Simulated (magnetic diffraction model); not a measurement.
# Moment size from magnetic intensity in YFeRu

Space group Imma (no. 74), a = 5.0110 Å, b = 5.1650 Å, c = 7.0950 Å.

| site | atom | x | y | z |
| --- | --- | --- | --- | --- |
| 4b | Ru | 0 | 0 | 1/2 |
| 4e | Y | 1/2 | 1/4 | 0.6241 |
| 4c | Fe | 1/4 | 1/4 | 1/4 |

This is a made-up structure (elements placed in a structure type, unrelaxed), so the numbers test the method and describe no known phase.

Only Fe is taken to order (form factors of Fe2+); orders and moment sizes are assumed, and not adapted to the symmetry. Radiation: neutrons of λ = 2.41 Å, 8° to 90°; isotropic B of 0.41 Å² (Ru), 0.43 Å² (Y) and 0.47 Å² (Fe). The intensities are simulated: I ∝ L Σ (|F_N|² + |F_M⊥|²) for unpolarised neutrons, with F_M = 2.695 fm/μB × Σ f(s) S exp(2πi Q·r) exp(−B s²) at Q = H ± k (one set where k and −k are equivalent), only the part normal to Q counting and L = 1/(sin²θ cos θ). For collinear order S is the moment m, which repeats by lattice and centring translations R with the sign exp(−2πi k·R). Form factors are spin-only for 3d ions and dipole or tabulated for f ions, scattering lengths are Sears's of 1992, and absorption is left out. A label names one of the reflections at its angle. The strongest nuclear line in the range is 100, and lines under 0.2 are left out.

In a first state the assumed order is k = (0 0 0), collinear moments along [110], 1.45 μB on Fe; signs + at (1/4, 1/4, 1/4), − at (3/4, 1/4, 1/4), with this pattern:

```
2θ (°)     index  nuclear  magnetic
 33.55   (0 1 1)     12.2       0.0
 34.24   (1 0 1)      1.7       5.6
 39.15  (1 -1 0)      0.0       3.0
 39.71   (0 0 2)      1.5       0.0
 55.63   (0 2 0)     16.0       0.0
 56.99   (1 1 2)     35.8       3.2
 57.49   (2 0 0)      4.2       0.0
 66.97   (1 2 1)     73.1       1.4
 68.17   (0 1 3)     50.9       0.0
 68.23   (2 1 1)    100.0       0.0
 68.58   (1 0 3)     34.6       1.1
 70.50   (0 2 2)     57.9       0.0
 72.14   (2 0 2)     57.2       0.0
 84.15   (2 2 0)     13.1       0.0
 85.59   (0 0 4)      6.5       0.0
```

**Question.** Nearer the ordering temperature the line at 34.24° has total intensity 4.4 on the same scale, and all moments have shrunk alike. How large is the Fe moment?

The nuclear part, 1.7, stays, so the magnetic part is 2.7 against 5.6. It goes as m², so m = 1.45 × √(2.7/5.6) = 1.01 μB; the value used was 1.01 μB.

[Logs are printed without paths, hosts, clocks, repeated set-up lines and the standing remarks that a program may print on its own settings, such as how far it seeks lower states.]
